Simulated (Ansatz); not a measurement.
# P on Al(111): change of the work function, part 2 of 4

How does P on the fcc site change the work function of Al(111) as the layer fills?

Ansatz 0.2.0; plane-wave DFT, PBE, Ansatz PAW.

So far, work function, upper face (eV): step 2 (the clean slab) 4.02.

**3. Adsorbate added, k-mesh 4×4×1, coverage 0.111 ML**

System of this step: Al36P (P/Al(111)). The cell holds 37 atoms: 36 Al and 1 P. Its edges and angles: a = 8.591 Å, b = 8.591 Å, c = 26.625 Å, α = 90.0°, β = 90.0°, γ = 60.0°. Vacuum lies along c.

The clean slab as it ended is repeated in the plane and the adsorbate is set on one face; the cell's size fixes the coverage, and the k-mesh shrinks with it to keep the sampling density about even. Adsorbate and upper layers relax, since the dipole depends on the height.

Contents of input.yaml:

```yaml
crystal:
  lattice:
    - [8.5913473915, 0.0, 0.0]
    - [4.2956736957, 7.4403250937, 0.0]
    - [0.0, 0.0, 26.6252150052]
  atoms:
    - { symbol: Al, position: [0.0, 0.0, 0.3380254394] }
    - { symbol: Al, position: [0.1111111111, 0.1111111111, 0.4258470246] }
    - { symbol: Al, position: [0.2222222222, 0.2222222222, 0.5116938848] }
    - { symbol: Al, position: [0.0, 0.0, 0.5993383424] }
    - { symbol: Al, position: [0.0, 0.3333333333, 0.3380254394] }
    - { symbol: Al, position: [0.1111111111, 0.4444444444, 0.4258470246] }
    - { symbol: Al, position: [0.2222222222, 0.5555555556, 0.5116938848] }
    - { symbol: Al, position: [0.0, 0.3333333333, 0.5993383424] }
    - { symbol: Al, position: [0.0, 0.6666666667, 0.3380254394] }
    - { symbol: Al, position: [0.1111111111, 0.7777777778, 0.4258470246] }
    - { symbol: Al, position: [0.2222222222, 0.8888888889, 0.5116938848] }
    - { symbol: Al, position: [0.0, 0.6666666667, 0.5993383424] }
    - { symbol: Al, position: [0.3333333333, 0.0, 0.3380254394] }
    - { symbol: Al, position: [0.4444444444, 0.1111111111, 0.4258470246] }
    - { symbol: Al, position: [0.5555555556, 0.2222222222, 0.5116938848] }
    - { symbol: Al, position: [0.3333333333, 0.0, 0.5993383424] }
    - { symbol: Al, position: [0.3333333333, 0.3333333333, 0.3380254394] }
    - { symbol: Al, position: [0.4444444444, 0.4444444444, 0.4258470246] }
    - { symbol: Al, position: [0.5555555556, 0.5555555556, 0.5116938848] }
    - { symbol: Al, position: [0.3333333333, 0.3333333333, 0.5993383424] }
    - { symbol: Al, position: [0.3333333333, 0.6666666667, 0.3380254394] }
    - { symbol: Al, position: [0.4444444444, 0.7777777778, 0.4258470246] }
    - { symbol: Al, position: [0.5555555556, 0.8888888889, 0.5116938848] }
    - { symbol: Al, position: [0.3333333333, 0.6666666667, 0.5993383424] }
    - { symbol: Al, position: [0.6666666667, 0.0, 0.3380254394] }
    - { symbol: Al, position: [0.7777777778, 0.1111111111, 0.4258470246] }
    - { symbol: Al, position: [0.8888888889, 0.2222222222, 0.5116938848] }
    - { symbol: Al, position: [0.6666666667, 0.0, 0.5993383424] }
    - { symbol: Al, position: [0.6666666667, 0.3333333333, 0.3380254394] }
    - { symbol: Al, position: [0.7777777778, 0.4444444444, 0.4258470246] }
    - { symbol: Al, position: [0.8888888889, 0.5555555556, 0.5116938848] }
    - { symbol: Al, position: [0.6666666667, 0.3333333333, 0.5993383424] }
    - { symbol: Al, position: [0.6666666667, 0.6666666667, 0.3380254394] }
    - { symbol: Al, position: [0.7777777778, 0.7777777778, 0.4258470246] }
    - { symbol: Al, position: [0.8888888889, 0.8888888889, 0.5116938848] }
    - { symbol: Al, position: [0.6666666667, 0.6666666667, 0.5993383424] }
    - { symbol: P, position: [0.1111111111, 0.1111111111, 0.6619745606] }
kpoints:
  mp_grid: { grid: [4, 4, 1] }
hamiltonian:
  xc: pbe
scf:
  occupations: { method: fermi_dirac, width: 0.1 }
  convergence: { dr2_threshold: 1.0e-08 }
efield:
  axis: 3
  dipole_correction: true
  ramp_position: 0.97
  ramp_width: 0.06
relax:
  f_tol: 0.02
  max_steps: 60
  constraints:
    - { sites: [0, 1, 4, 5, 8, 9, 12, 13, 16, 17, 20, 21, 24, 25, 28, 29, 32, 33] }
output:
  write_potential: true
  write_density: true
  volumetric_format: npy
```

Command:

```bash
> ansatz run input.yaml --threads 2 --pin off --max-ram 4096MiB --backend cpu --events-out ev --progress --plain --runs-dir out
```

Numbers of over 12 decimals in the logs are rounded to 6 here.

The log of the run:

```text
[...]
Crystal: 37 atoms, lattice volume = 1701.948 Å³
Basis set: ecut = 420 eV, 33275 PW (Γ), exchange–correlation on 120×120×360 points (8 copies of the dense FFT grid, shifted against one another)
Bands: 94, of which v1, the nominal top of the filled ones, is band 57 counted from 1 (56 counted from 0)
Symmetry: 6 space group operations
[...]
k-points: 4 of 16 (time reversal used)
[...]
SCF iter   1: F=—  HF=-20099.995818 eV  |F-HF|=—  |Δ(HF+E_count)|=         —  Δρ=1.37e-3  dr2=3.27e-1  ethr=1.77e-3  p=-0.167 e·Å  D=-1.77e-2 V/Å  ΔV_dip=0.47 eV  dr2_dipole=3.96e-3  V_vac-E_F(+/−)=4.43/3.96 eV  ⟨swp⟩=12.2  Hψ=2441  notcnv=0  defer=6
[...]
SCF iter   8: F=-20099.977766 eV  HF=-20099.977766 eV  |F-HF|=1.41e-8  |Δ(HF+E_count)|=   8.64e-8  Δρ=3.30e-7  dr2=4.81e-9  ethr=8.85e-12  p=-0.147 e·Å  D=-1.56e-2 V/Å  ΔV_dip=0.42 eV  dr2_dipole=1.47e-10  V_vac-E_F(+/−)=4.43/4.02 eV  ⟨swp⟩=11.0  Hψ=2598  notcnv=0
SCF 1 converged in 8 iterations: F = -20099.977766 eV  dr2 = 4.81e-9
[...]
relax step   1: F+E_penalty+E_count = -20099.97776614 eV  Δ(F+E_penalty+E_count) = +0.000e0 eV  max|allowed force component| = 6.393e-1 eV/Å  Δτ_max = 0.0000 Å  (8 SCF iters, accepted)
[...]
SCF iter   8: F=-20100.125277 eV  HF=-20100.125277 eV  |F-HF|=9.55e-9  |Δ(HF+E_count)|=   6.50e-8  Δρ=2.00e-7  dr2=1.78e-9  ethr=8.85e-12  p=-0.159 e·Å  D=-1.69e-2 V/Å  ΔV_dip=0.45 eV  dr2_dipole=2.70e-11  V_vac-E_F(+/−)=4.45/4.00 eV  ⟨swp⟩=10.2  Hψ=2383  notcnv=0
SCF 2 converged in 8 iterations: F = -20100.125277 eV  dr2 = 1.78e-9
[...]
relax step   2: F+E_penalty+E_count = -20100.12527745 eV  Δ(F+E_penalty+E_count) = -1.475e-1 eV  max|allowed force component| = 1.115e-1 eV/Å  Δτ_max = 0.1073 Å  (8 SCF iters, accepted)
SCF iter   1: F=—  HF=-20100.137135 eV  |F-HF|=—  |Δ(HF+E_count)|=         —  Δρ=4.16e-4  dr2=1.13e-2  ethr=1.05e-4  p=-0.159 e·Å  D=-1.69e-2 V/Å  ΔV_dip=0.45 eV  dr2_dipole=2.06e-4  V_vac-E_F(+/−)=4.45/4.00 eV  ⟨swp⟩=2.0  Hψ=824  notcnv=0  defer=20
[...]
SCF iter   7: F=-20100.134654 eV  HF=-20100.134654 eV  |F-HF|=1.66e-8  |Δ(HF+E_count)|=   1.29e-7  Δρ=2.70e-7  dr2=2.30e-9  ethr=8.85e-12  p=-0.159 e·Å  D=-1.69e-2 V/Å  ΔV_dip=0.45 eV  dr2_dipole=7.21e-11  V_vac-E_F(+/−)=4.45/4.00 eV  ⟨swp⟩=10.5  Hψ=2441  notcnv=0
SCF 3 converged in 7 iterations: F = -20100.134654 eV  dr2 = 2.30e-9
[...]
relax step   3: F+E_penalty+E_count = -20100.13465440 eV  Δ(F+E_penalty+E_count) = -9.377e-3 eV  max|allowed force component| = 6.599e-2 eV/Å  Δτ_max = 0.0385 Å  (7 SCF iters, accepted)
SCF iter   1: F=—  HF=-20100.135487 eV  |F-HF|=—  |Δ(HF+E_count)|=         —  Δρ=8.00e-5  dr2=5.55e-4  ethr=1.64e-6  p=-0.159 e·Å  D=-1.69e-2 V/Å  ΔV_dip=0.45 eV  dr2_dipole=1.71e-5  V_vac-E_F(+/−)=4.45/4.00 eV  ⟨swp⟩=2.0  Hψ=748  notcnv=0  defer=20
[...]
SCF iter   6: F=-20100.135015 eV  HF=-20100.135015 eV  |F-HF|=9.65e-9  |Δ(HF+E_count)|=   4.39e-8  Δρ=2.01e-7  dr2=2.09e-9  ethr=8.85e-12  p=-0.158 e·Å  D=-1.68e-2 V/Å  ΔV_dip=0.45 eV  dr2_dipole=8.55e-12  V_vac-E_F(+/−)=4.45/4.00 eV  ⟨swp⟩=9.8  Hψ=2373  notcnv=0
SCF 4 converged in 6 iterations: F = -20100.135015 eV  dr2 = 2.09e-9
relax step   4: F+E_penalty+E_count = -20100.13501507 eV  Δ(F+E_penalty+E_count) = -3.607e-4 eV  max|allowed force component| = 1.355e-2 eV/Å  Δτ_max = 0.0042 Å  (6 SCF iters, accepted)
NSCF: frozen V_eff on 4 k-points
[...]
SCF converged after 6 iterations
Free energy (F): -20100.135015 eV
[...]
Internal energy: -20099.629863 eV  (E = F + TS)
E sigma→0 (E₀):  -20099.882439 eV
Entropy (-TS):   -0.505152 eV (-13.653 meV/atom)
Fermi energy:    0.188941 eV
Dipole field:    D = -0.016773 V/Å  (p = -0.157760 e·Å, saw-weighted, corrected)
Work function:   Φ+ = 4.4469 eV   Φ− = 4.0003 eV
[...]
--- Forces (eV/Å), atoms counted from 1 ---
  atom   1  Al     0.06652079     0.03840579     0.03666559
  atom   2  Al     0.00000000     0.00000000     0.05333348
  atom   3  Al    -0.00099957    -0.00057710    -0.00121179
  atom   4  Al    -0.00690763    -0.00398812    -0.00692552
  atom   5  Al     0.00000000    -0.07681159     0.03666559
  atom   6  Al    -0.08176229    -0.03144405    -0.00126436
  atom   7  Al    -0.00095370     0.00055062     0.00003810
  atom   8  Al    -0.00000000     0.00797625    -0.00692552
  atom   9  Al     0.02832881    -0.01635565     0.01935741
  atom  10  Al    -0.01364980     0.08653025    -0.00126436
  atom  11  Al    -0.00000000     0.00115420    -0.00121179
  atom  12  Al    -0.00088736     0.00051232    -0.00003645
  atom  13  Al    -0.06652079     0.03840579     0.03666559
  atom  14  Al    -0.06811249    -0.05508620    -0.00126436
  atom  15  Al     0.00000000    -0.00110124     0.00003810
  atom  16  Al     0.00690763    -0.00398812    -0.00692552
  atom  17  Al     0.01571409     0.00907254    -0.02740378
  atom  18  Al     0.00000000     0.00000000    -0.08127506
  atom  19  Al     0.00095370     0.00055062     0.00003810
  atom  20  Al    -0.00083606    -0.00048270     0.00030939
  atom  21  Al     0.00000000    -0.01814507    -0.02740378
  atom  22  Al     0.01364980     0.08653025    -0.00126436
  atom  23  Al    -0.00096488     0.00055708     0.00085318
  atom  24  Al    -0.00000000     0.00096539     0.00030939
  atom  25  Al    -0.00000000     0.03271129     0.01935741
  atom  26  Al     0.06811249    -0.05508620    -0.00126436
  atom  27  Al     0.00099957    -0.00057710    -0.00121179
  atom  28  Al     0.00000000    -0.00102463    -0.00003645
  atom  29  Al    -0.01571409     0.00907254    -0.02740378
  atom  30  Al     0.08176229    -0.03144405    -0.00126436
  atom  31  Al     0.00000000    -0.00111415     0.00085318
  atom  32  Al     0.00083606    -0.00048270     0.00030939
  atom  33  Al    -0.02832881    -0.01635565     0.01935741
  atom  34  Al     0.00000000     0.00000000    -0.04296892
  atom  35  Al     0.00096488     0.00055708     0.00085318
  atom  36  Al     0.00088736     0.00051232    -0.00003645
  atom  37  P     -0.00000000    -0.00000000     0.01355468
  max |Σ_I F_I| component: 3.56e-6 eV/Å
--- Band table (eV) ---
  k-point 0: bands = [... 53 lower, -0.4138, -0.2173, -0.2010, -0.1916, -0.1916, -0.0703, 0.0737, 0.0737, ... 33 higher]
  k-point 1: bands = [... 53 lower, -0.2280, -0.0849, -0.0676, -0.0023, 0.0183, 0.0611, 0.4110, 0.5169, ... 33 higher]
  k-point 2: bands = [... 53 lower, 0.0669, 0.3161, 0.3397, 0.3981, 0.4106, 0.5415, 0.7246, 0.7276, ... 33 higher]
  k-point 3: bands = [... 53 lower, -0.0285, 0.1954, 0.2863, 0.3262, 0.4789, 0.5522, 0.6929, 0.7703, ... 33 higher]
--- Relaxed structure (4 steps of the walk, 4 accepted, 0 SCFs on fresh bases) ---
  F+E_penalty+E_count = -20100.13501507 eV   max|allowed force component| = 1.355e-2 eV/Å
  atoms:
    - { symbol: Al, position: [1.111111328069972e-11, 1.1111113280699722e-11, 0.3380254394] }
    - { symbol: Al, position: [0.111111, 0.111111, 0.4258470246] }
    - { symbol: Al, position: [0.221436, 0.221436, 0.513405] }
    - { symbol: Al, position: [-0.00787506, -0.00787506, 0.602562] }
    - { symbol: Al, position: [1.1111139786024182e-11, 0.333333, 0.3380254394] }
    - { symbol: Al, position: [0.111111, 0.444444, 0.4258470246] }
    - { symbol: Al, position: [0.220662, 0.556335, 0.510127] }
    - { symbol: Al, position: [-0.00787506, 0.349083, 0.602562] }
    - { symbol: Al, position: [-2.2222168549745902e-11, 0.666667, 0.3380254394] }
    - { symbol: Al, position: [0.111111, 0.777778, 0.4258470246] }
    - { symbol: Al, position: [0.221436, 0.890461, 0.513405] }
    - { symbol: Al, position: [0.00223829, 0.665548, 0.598865] }
    - { symbol: Al, position: [0.333333, 1.1111113280699722e-11, 0.3380254394] }
    - { symbol: Al, position: [0.444444, 0.111111, 0.4258470246] }
    - { symbol: Al, position: [0.556335, 0.220662, 0.510127] }
    - { symbol: Al, position: [0.349083, -0.00787506, 0.602562] }
    - { symbol: Al, position: [0.333333, 0.333333, 0.3380254394] }
    - { symbol: Al, position: [0.444444, 0.444444, 0.4258470246] }
    - { symbol: Al, position: [0.556335, 0.556335, 0.510127] }
    - { symbol: Al, position: [0.335208, 0.335208, 0.596187] }
    - { symbol: Al, position: [0.333333, 0.666667, 0.3380254394] }
    - { symbol: Al, position: [0.444444, 0.777778, 0.4258470246] }
    - { symbol: Al, position: [0.555798, 0.888767, 0.511331] }
    - { symbol: Al, position: [0.335208, 0.662917, 0.596187] }
    - { symbol: Al, position: [0.666667, -2.22222043069289e-11, 0.3380254394] }
    - { symbol: Al, position: [0.777778, 0.111111, 0.4258470246] }
    - { symbol: Al, position: [0.890461, 0.221436, 0.513405] }
    - { symbol: Al, position: [0.665548, 0.00223829, 0.598865] }
    - { symbol: Al, position: [0.666667, 0.333333, 0.3380254394] }
    - { symbol: Al, position: [0.777778, 0.444444, 0.4258470246] }
    - { symbol: Al, position: [0.888767, 0.555798, 0.511331] }
    - { symbol: Al, position: [0.662917, 0.335208, 0.596187] }
    - { symbol: Al, position: [0.666667, 0.666667, 0.3380254394] }
    - { symbol: Al, position: [0.777778, 0.777778, 0.4258470246] }
    - { symbol: Al, position: [0.888767, 0.888767, 0.511331] }
    - { symbol: Al, position: [0.665548, 0.665548, 0.598865] }
    - { symbol: P, position: [0.111111, 0.111111, 0.661201] }
```

It took 2.2 min on 2 threads of Arm Neoverse V1, shared host; peak memory 2 GiB; 4.1 min of CPU time.

Step by step:

```
step  energy less that of the first step (eV)  largest force component (eV/Å)
   1                                   0.0000                          0.6393
   2                                  -0.1475                          0.1115
   3                                  -0.1569                          0.0660
   4                                  -0.1572                          0.0136
```

Forces are held to the 6 operations that the run works with; a distortion that breaks them can't arise in this run.

The atoms that moved most (Å):

```
atom      dx      dy      dz  length
 Al8   0.000   0.117   0.086   0.145
Al16   0.101  -0.059   0.086   0.145
 Al4  -0.101  -0.059   0.086   0.145
Al20   0.024   0.014  -0.084   0.088
Al32  -0.024   0.014  -0.084   0.088
Al24   0.000  -0.028  -0.084   0.088
Al11   0.000   0.012   0.046   0.047
 Al3  -0.010  -0.006   0.046   0.047
```

The relaxed structure:

```cif
data_structure
_symmetry_space_group_name_H-M 'P 1'
_symmetry_Int_Tables_number 1
_cell_length_a 8.5913
_cell_length_b 8.5913
_cell_length_c 26.6252
_cell_angle_alpha 90.000
_cell_angle_beta 90.000
_cell_angle_gamma 60.000
_cell_volume 1701.95
loop_
_atom_site_label
_atom_site_type_symbol
_atom_site_fract_x
_atom_site_fract_y
_atom_site_fract_z
_atom_site_occupancy
Al1 Al 0.00000 0.00000 0.33803 1
Al2 Al 0.11111 0.11111 0.42585 1
Al3 Al 0.22144 0.22144 0.51340 1
Al4 Al 0.99212 0.99212 0.60256 1
Al5 Al 0.00000 0.33333 0.33803 1
Al6 Al 0.11111 0.44444 0.42585 1
Al7 Al 0.22066 0.55634 0.51013 1
Al8 Al 0.99212 0.34908 0.60256 1
Al9 Al 0.00000 0.66667 0.33803 1
Al10 Al 0.11111 0.77778 0.42585 1
Al11 Al 0.22144 0.89046 0.51340 1
Al12 Al 0.00224 0.66555 0.59886 1
Al13 Al 0.33333 0.00000 0.33803 1
Al14 Al 0.44444 0.11111 0.42585 1
Al15 Al 0.55634 0.22066 0.51013 1
Al16 Al 0.34908 0.99212 0.60256 1
Al17 Al 0.33333 0.33333 0.33803 1
Al18 Al 0.44444 0.44444 0.42585 1
Al19 Al 0.55634 0.55634 0.51013 1
Al20 Al 0.33521 0.33521 0.59619 1
Al21 Al 0.33333 0.66667 0.33803 1
Al22 Al 0.44444 0.77778 0.42585 1
Al23 Al 0.55580 0.88877 0.51133 1
Al24 Al 0.33521 0.66292 0.59619 1
Al25 Al 0.66667 0.00000 0.33803 1
Al26 Al 0.77778 0.11111 0.42585 1
Al27 Al 0.89046 0.22144 0.51340 1
Al28 Al 0.66555 0.00224 0.59886 1
Al29 Al 0.66667 0.33333 0.33803 1
Al30 Al 0.77778 0.44444 0.42585 1
Al31 Al 0.88877 0.55580 0.51133 1
Al32 Al 0.66292 0.33521 0.59619 1
Al33 Al 0.66667 0.66667 0.33803 1
Al34 Al 0.77778 0.77778 0.42585 1
Al35 Al 0.88877 0.88877 0.51133 1
Al36 Al 0.66555 0.66555 0.59886 1
P37 P 0.11111 0.11111 0.66120 1
```

Numbers from this step:

| Item | Value |
| --- | --- |
| energy at zero smearing | -20099.8824 eV |
| work function, upper face | 4.447 eV |
| work function, lower face | 4.000 eV |
| dipole along the normal | -0.1578 e·Å |
| step between the vacuum levels | 0.4466 eV |

Running mean over 2.338 Å of the planar mean; the ramp of the sawtooth is left out. Electron's electrostatic potential energy less the Fermi level against z:

```
z (Å)  electron's electrostatic potential energy less the Fermi level (eV)
    4                                                                 4.00
    5                                                                 3.99
    6                                                                 3.91
    7                                                                 2.90
    8                                                                -1.37
    9                                                                -4.40
   10                                                                -4.57
   11                                                                -4.61
   12                                                                -4.79
   13                                                                -4.78
   14                                                                -4.63
   15                                                                -4.60
   16                                                                -4.52
   17                                                                -2.01
   18                                                                 2.19
   19                                                                 3.90
   20                                                                 4.41
   21                                                                 4.44
   22                                                                 4.45
   23                                                                 4.45
```

The relaxation took 4 steps and lowered the energy by 0.16 eV; the largest force on the free atoms ends at 0.014 eV/Å.

The covered face has 4.45 eV, +0.43 eV against the clean one; the bare back face has moved by -0.02 eV, a measure of how thin the slab is.

[end of part 2 of 4]

[Logs are printed without paths, hosts, clocks, repeated set-up lines and the standing remarks that a program may print on its own settings, such as how far it seeks lower states.]

[Hosts, paths, dates, database ids (printed as entryN), source tags and the programs' standing remarks are cut or masked in the printed files.]

[Maps of the electrostatic potential energy from Ansatz leave out the sawtooth potential of an applied field or a dipole correction, so their vacuum need not be flat; planar profiles and work functions include it.]
